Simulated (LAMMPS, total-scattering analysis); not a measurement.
# fcc solid solution (Ni0.38,Cu0.62) on heating

The crystal is built from its structure type, relaxed with the potential and heated at zero pressure by classical molecular dynamics (LAMMPS) with the EAM Cu-Ni potential (Onat and Durukanoglu, J. Phys.: Condens. Matter 26, 035404 (2014)); 500 atoms (Cu 62.0, Ni 38.0 atom %). Uiso is the variance of an atom's position about its mean, per direction. The dynamics are classical, so there is no zero-point motion. Distances and their variances come from the pair functions; G(r) = 4πrρ₀[g(r) − 1], where it appears, has X-ray or neutron weights and the resolution of a Lorch transform up to 30 Å⁻¹. All values are simulated. An empirical potential describes the real material only near what it was fitted to; melting points and liquid densities can be off by several percent.

```csv
T (K),state,cell edges (Å),Uiso Cu (Å²),Uiso Ni (Å²),Cu–Cu mean (Å),its variance (Å²),density (g/cm³)
100,crystalline,3.600,0.0018,0.0017,2.540,0.0026,8.787
300,crystalline,3.611,0.0059,0.0056,2.551,0.0077,8.707
1090,crystalline,3.662,0.0271,0.0259,2.605,0.0349,8.344
1250,crystalline,3.675,0.0357,0.0352,2.615,0.0410,8.258
1930,liquid,-,-,-,-,-,7.526
```

In the harmonic range U = 3ħ²T/(M k θ²), a line through the origin. The rows at 100 and 300 K give, as effective values by element: Cu 1.93×10⁻⁵ Å²/K, θ = 344 K; Ni 1.84×10⁻⁵ Å²/K, θ = 367 K. At 300 K the first Cu–Cu peak has variance 0.0077 Å², against 0.0117 Å² for independent atoms: neighbours move together (and where motion is anisotropic, less along the bond than Uiso suggests), which is what the δ₁ term models in PDF fits at high temperature. In a solid solution the peak also holds static size disorder, which Uiso about each atom's own mean leaves out. The mean volume expansion between 100 and 1250 K is 56×10⁻⁶ K⁻¹. At 1250 K, B = 8π²U = 2.81 Å² for Cu, which damps this element's own term in Bragg intensity at Q = 6 Å⁻¹ to 28 %, and √(3U) is 0.13 of its nearest peak distance (Cu–Cu, 2.54 Å). By 1930 K the order is gone and the mean density is 7.526 g/cm³, which averages over the melting if that fell inside the sampled stretch; a perfect periodic crystal superheats, so the model's melting point lies below the temperature at which it collapsed.

**Question.** At one more temperature the first peak has mean 2.586 Å and variance 0.0253 Å², and the X-ray G(r) has maxima 2.55 (8.5), 3.63 (-0.6), 4.46 (6.4), 5.15 (-0.4), 5.76 (2.0). What temperature, and what Uiso?

The variance interpolates to about 810 K; the run was at 880 K, with Uiso Cu 0.0210, Ni 0.0202 Å².

[Logs are printed without paths, hosts, clocks, repeated set-up lines and the standing remarks that a program may print on its own settings, such as how far it seeks lower states.]
